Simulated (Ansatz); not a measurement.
# Al2Cu (I4/mcm): phonon-mediated transition temperature, part 2 of 2

Wanted: λ, ω_log and Tc of Al2Cu (I4/mcm). The cell shown first is a relaxed one, from steps not shown here.

Ansatz 0.2.0; DFT PBE, scalar-relativistic, plane waves, PAW; PAW set soft_1.

So far, coupling constant λ: step 2 (electron–phonon run: q 2×2×2, k 6×6×6, scattering 8×8×8) 0.411; step 3 (k-mesh 9×9×9, scattering mesh 12×12×12, q mesh 3×3×3) 0.398. Also log mean phonon energy ħω_log (meV): step 2 20.7; step 3 20.4.

### Step 4. Electron–phonon run: q 4×4×4, k 8×8×8, scattering 16×16×16

The next rung changes the q mesh, which sets the reach of the force constants and couplings; the k mesh of the density and its response; the scattering mesh, which samples the Fermi surface.

Contents of input.yaml:

```yaml
crystal:
  lattice:
    - [-3.0414481649, 3.0414481649, 2.4163565168]
    - [3.0414481649, -3.0414481649, 2.4163565168]
    - [3.0414481649, 3.0414481649, -2.4163565168]
  atoms:
    - { symbol: Al, position: [0.6575723575, 0.1575723575, 0.8151447151] }
    - { symbol: Al, position: [0.1575723575, 0.3424276425, 0.5] }
    - { symbol: Al, position: [0.3424276425, 0.8424276425, 0.1848552849] }
    - { symbol: Al, position: [0.8424276425, 0.6575723575, 0.5] }
    - { symbol: Cu, position: [0.25, 0.25, 0.0] }
    - { symbol: Cu, position: [0.75, 0.75, 0.0] }
kpoints:
  mp_grid: { grid: [8, 8, 8] }
hamiltonian:
  xc: pbe
  pseudopotentials: { kind: paw, azcp: { folder: soft_1 } }
scf:
  occupations: { method: methfessel_paxton, width: 0.2 }
output:
  eigenvalues: true
phonons:
  method: dfpt
  qmesh: [4, 4, 4]
  temperatures: { t_max: 1000, t_step: 50 }
  qpath:
    path:
      - [[0.0, 0.0, 0.0], [0.0, 0.0, 0.5], [-0.5, 0.5, 0.5], [0.0, 0.0, 0.0]]
      - [[0.0, 0.0, 0.5], [0.25, 0.25, 0.25], [0.0, 0.5, 0.0], [0.0, 0.0, 0.0]]
    npoints: 6
  electrical_resistivity:
    mesh: [16, 16, 16]
    temperatures: [20.0, 50.0, 80.0, 100.0, 150.0, 200.0, 273.0, 300.0, 400.0, 500.0, 600.0, 800.0]
  superconductivity: { mesh: [16, 16, 16] }
```

Started as:

```bash
> ansatz run input.yaml --threads 16 --pin off --max-ram 92160MiB --backend cuda --events-out ev --progress --plain --runs-dir out --max-vram 78GiB
```

Numbers of over 12 decimals in the logs are rounded to 6 here.

Output:

```text
[...]
Crystal: 6 atoms, lattice volume = 89.409 Å³
Basis set: ecut = 420 eV, 1737 PW (Γ), exchange–correlation on 72×72×72 points (8 copies of the dense FFT grid, shifted against one another)
Bands: 31, of which v1, the nominal top of the filled ones, is band 25 counted from 1 (24 counted from 0)
Symmetry: 16 space group operations
k-points: 59 of 512
[...]
SCF iter   1: F=—  HF=-15408.680384 eV  |F-HF|=—  |Δ(HF+E_count)|=         —  Δρ=3.56e-1  dr2=8.51e1  ethr=3.10e-3  ⟨swp⟩=7.5  Hψ=8644  notcnv=0
[...]
SCF iter   2: F=—  HF=-15402.765674 eV  |F-HF|=—  |Δ(HF+E_count)|=    5.91e0  S|Δr|=    0.00e0  Δρ=1.14e-1  dr2=1.12e1  ethr=3.10e-3  ⟨swp⟩=2.4  Hψ=4167  notcnv=0
[...]
SCF iter  12: F=-15401.336967 eV  HF=-15401.336967 eV  |F-HF|=1.82e-12  |Δ(HF+E_count)|=  9.09e-12  S|Δr|=    0.00e0  Δρ=3.47e-8  dr2=1.00e-12  ethr=1.00e-12  ⟨swp⟩=5.2  Hψ=9663  notcnv=0
SCF 1 converged in 12 iterations: F = -15401.336967 eV  dr2 = 1.00e-12
[...]
SCF iter   3: F=-15401.336967 eV  HF=-15401.336967 eV  |F-HF|=1.82e-12  |Δ(HF+E_count)|=  4.55e-11  S|Δr|=    0.00e0  Δρ=1.47e-7  dr2=8.42e-12  ethr=1.00e-12  ⟨swp⟩=2.6  Hψ=6513  notcnv=0
SCF 2 converged in 3 iterations: F = -15401.336967 eV  dr2 = 8.42e-12
[...]
SCF 3 converged in 12 iterations: F = -15401.336967 eV  dr2 = 1.02e-12
[...]
SCF converged after 12 iterations
[...]
vibrations of 64 cells: unjudged by the run; compare a larger repeat
[...]
--- Superconductivity: potentials and phonons of a 4×4×4 supercell ---
           mesh         λ    ħω_log (meV)  μ* declared at (meV)
       16×16×16    0.3985          20.308               24.670
          8×8×8    0.4087          20.757               24.859
          4×4×4    4.3192          30.803               32.639
  λ by the species' shares of the modes' patterns: Al 0.2682, Cu 0.1302
[...]
0.08      1.508         1.535         1.360         1.360         1.515         1.514          1.514
      0.10      0.968         0.983         0.841         0.841         0.976         0.976          0.976
      0.12      0.568         0.576         0.477         0.477         0.589         0.589          0.589
      0.13      0.417         0.423         0.345         0.345         0.445         0.445          0.445
      0.14      0.296         0.300         0.242         0.242         0.329         0.329          0.329
      0.16      0.131         0.133         0.106         0.106         0.168         0.168          0.168
      0.20      0.011         0.011    none_found    none_found    none_found    none_found     none_found
  none_found: no transition down to 0.1 K
[...]
vibrations of 64 cells: unjudged by the run; compare a larger repeat
[...]
```

It took 6.6 min on 1 × NVIDIA GB200 with 16 threads of Arm Neoverse V2, shared host; peak memory 23 GiB.

Numbers from this step:

- zero point energy: 0.2187 eV/cell
- highest frequency, solved or plainly interpolated: 314.8 cm⁻¹
- Debye temperature (second moment): 385 K
- resistivity at 300 K: 5.648 μΩ cm, mean of the axes
- coupling constant λ: 0.3985
- density of states at the Fermi level: 0.9773 states/eV a spin and cell
- log mean phonon energy ħω_log: 20.31 meV
- transport coupling constant λ_tr: 0.357, 0.357, 0.397 (xx, yy, zz)
- Drude plasma energy: 8.218, 8.218, 9.127 eV (xx, yy, zz)
- resistivity times mean free path: 8.878, 8.878, 6.517 × 10⁻¹⁶ Ω m² (xx, yy, zz)
- second-moment phonon energy ħω₂: 24.67 meV

An empty cell: under 1 mK by a formula, or no transition down to the floor of the Eliashberg search. Transition temperatures:

```csv
μ*,McMillan Tc (K),Allen–Dynes Tc (K),isotropic Fermi-surface Tc (K),isotropic full bandwidth Tc (K),anisotropic Fermi-surface Tc (K),anisotropic full bandwidth Tc (K),anisotropic narrow window Tc (K)
0.08,1.51,1.53,1.36,1.36,1.52,1.51,1.51
0.1,0.968,0.983,0.841,0.841,0.976,0.976,0.976
0.12,0.568,0.576,0.477,0.477,0.589,0.589,0.589
0.13,0.417,0.423,0.345,0.345,0.445,0.445,0.445
0.14,0.296,0.3,0.242,0.242,0.329,0.329,0.329
0.16,0.131,0.133,0.106,0.106,0.168,0.168,0.168
0.2,0.0114,0.0115,-,-,-,-,-
```

The Eliashberg function α²F has structure finer than the step of the table below, so its rows give means over 1 meV, whole bins alone (the curve runs from 0.153 to 39.0 meV). Peaks (meV: height): α²F 16.7: 0.163, 22.5: 0.178, 31.4: 0.463, 34.7: 0.713; α²F tr 16.7: 0.196, 22.5: 0.167, 31.4: 0.412, 34.7: 0.521.

Eliashberg function α²F against phonon energy; means over each step:

```csv
phonon energy (meV),α²F,α²F tr
1,1.1e-4,3.4e-5
2,0.00118,4.5e-4
3,0.00317,0.00175
4,0.00609,0.00450
5,0.00975,0.00832
6,0.0139,0.0132
7,0.0191,0.0190
8,0.0249,0.0251
9,0.0324,0.0327
10,0.0451,0.0458
11,0.0545,0.0561
12,0.0749,0.0800
13,0.111,0.120
14,0.0837,0.0871
15,0.129,0.141
16,0.127,0.164
17,0.120,0.137
18,0.0951,0.0972
19,0.0991,0.0972
20,0.0772,0.0798
21,0.0658,0.0646
22,0.153,0.146
23,0.139,0.121
24,0.0793,0.0745
25,0.0941,0.0914
26,0.110,0.107
27,0.137,0.132
28,0.170,0.162
29,0.183,0.165
30,0.252,0.207
31,0.320,0.268
32,0.291,0.240
33,0.254,0.186
34,0.512,0.376
35,0.511,0.371
36,0.0942,0.0739
37,0.0287,0.0236
38,0.0199,0.0181
```

The Eliashberg function α²F has structure finer than the step of the table below, so its rows give means over 1 meV, whole bins alone (the curve runs from 0.153 to 39.0 meV). Peaks (meV: height): α²F 16.7: 0.163, 22.5: 0.178, 31.4: 0.463, 34.7: 0.713; Al 22.5: 0.136, 31.4: 0.422, 34.7: 0.631; Cu 12.7: 0.0675, 15.2: 0.0927, 16.7: 0.109, 22.5: 0.0427, 34.7: 0.0817.

Table of Eliashberg function α²F by phonon energy; means over each step:

```csv
phonon energy (meV),α²F,Al,Cu
1,1.1e-4,4.0e-5,4.0e-5
2,0.00118,5.5e-4,6.3e-4
3,0.00317,0.00142,0.00174
4,0.00609,0.00277,0.00333
5,0.00975,0.00441,0.00533
6,0.0139,0.00621,0.00773
7,0.0191,0.00839,0.0107
8,0.0249,0.0107,0.0142
9,0.0324,0.0136,0.0188
10,0.0451,0.0181,0.0270
11,0.0545,0.0217,0.0329
12,0.0749,0.0311,0.0438
13,0.111,0.0497,0.0608
14,0.0837,0.0374,0.0464
15,0.129,0.0549,0.0740
16,0.127,0.0351,0.0922
17,0.120,0.0444,0.0752
18,0.0951,0.0549,0.0402
19,0.0991,0.0728,0.0263
20,0.0772,0.0505,0.0267
21,0.0658,0.0456,0.0201
22,0.153,0.121,0.0323
23,0.139,0.102,0.0370
24,0.0793,0.0539,0.0254
25,0.0941,0.0664,0.0277
26,0.110,0.0857,0.0246
27,0.137,0.109,0.0283
28,0.170,0.143,0.0278
29,0.183,0.167,0.0156
30,0.252,0.234,0.0181
31,0.320,0.293,0.0273
32,0.291,0.259,0.0317
33,0.254,0.225,0.0291
34,0.512,0.453,0.0584
35,0.511,0.448,0.0634
36,0.0942,0.0693,0.0249
37,0.0287,0.0128,0.0159
38,0.0199,0.00664,0.0132
```

Anisotropic full-bandwidth solution, weighted at the Fermi level. Gaps:

```csv
mu*,T (K),mean gap (meV),5 % (meV),95 % (meV),mean Z
0.1,0.244,0.14,0.0986,0.177,1.4
0.1,0.488,0.133,0.0932,0.168,1.4
0.1,0.732,0.107,0.0741,0.136,1.4
0.1,0.878,0.0719,0.0496,0.0916,1.4
0.13,0.111,0.0621,0.0393,0.0823,1.4
0.13,0.223,0.0587,0.0369,0.0781,1.4
0.13,0.334,0.0469,0.0291,0.0626,1.4
0.13,0.401,0.0315,0.0194,0.0422,1.4
0.16,0.0421,0.0223,0.0118,0.0316,1.4
0.16,0.0842,0.021,0.011,0.0299,1.4
0.16,0.126,0.0167,0.00855,0.0239,1.4
0.16,0.151,0.0112,0.00567,0.016,1.4
```

Table of dTc/da2F by phonon energy:

```csv
phonon energy (meV),dTc/da2F (K/meV)
2,3.62
4,2.42
6,1.85
8,1.50
10,1.26
12,1.10
14,0.960
16,0.854
18,0.769
20,0.699
22,0.639
24,0.587
26,0.543
28,0.504
30,0.470
32,0.440
34,0.413
36,0.389
38,0.367
```

Share of the Fermi-level states against lambda of a state:

```csv
lambda of a state,share of the Fermi-level states
0.203,8.0e-4
0.221,1.0e-4
0.238,0
0.255,0.0149
0.272,0.003
0.290,0.012
0.307,0.021
0.324,0.0533
0.342,0.103
0.359,0.119
0.376,0.122
0.394,0.0855
0.411,0.113
0.428,0.0818
0.446,0.0673
0.463,0.0611
0.480,0.109
0.498,0.0205
0.515,0.0031
0.532,0.0035
0.550,0.0019
0.567,0
0.584,0.0031
0.602,0
```

### Step 5. Outcome

| Item | Value |
| --- | --- |
| meshes | q 4×4×4, k 8×8×8, scattering 16×16×16 |
| coupling constant λ | 0.399 |
| log mean phonon energy ħω_log | 20.3 meV |
| Allen–Dynes Tc at μ* = 0.1 | 0.983 K |
| Allen–Dynes Tc at μ* = 0.13 | 0.423 K |
| anisotropic Eliashberg Tc at μ* = 0.1 | 0.976 K |
| anisotropic Eliashberg Tc at μ* = 0.13 | 0.445 K |

What this shows: In the last run (PBE, q 4×4×4, k 8×8×8, scattering 16×16×16), with λ = 0.40 and ħω_log = 20.3 meV, Tc at μ* = 0.13 is 0.42 K by McMillan's formula, 0.42 K by Allen and Dynes's and 0.45 K by the anisotropic Eliashberg equations. Raising μ* from 0.10 to 0.16 lowers the Allen–Dynes value from 0.98 to 0.13 K. The mean gap at a quarter of Tc gives 2Δ/k_B Tc = 3.24, against 3.53 in weak-coupling theory. The gap spreads from 0.039 to 0.082 meV over nine tenths of the Fermi surface. By the run's own test λ is not converged in the fine mesh: it moves by 3 % between the two finest, and by up to 35 % in the other runs. The run's transport test calls it not converged in the mesh; ρ(300 K) moves by 7 % in the component that moves most. Over the runs, λ takes the values 0.411, 0.398 and 0.399, in the order shown. μ* is a typed number, phonons are harmonic, and spin fluctuations are left out; at μ* = 0.13 McMillan's formula turns 1 % in λ into about 7.8 % in Tc.

[Logs are printed without paths, hosts, clocks, repeated set-up lines and the standing remarks that a program may print on its own settings, such as how far it seeks lower states.]

[Hosts, paths, dates, database ids (printed as entryN), source tags and the programs' standing remarks are cut or masked in the printed files.]
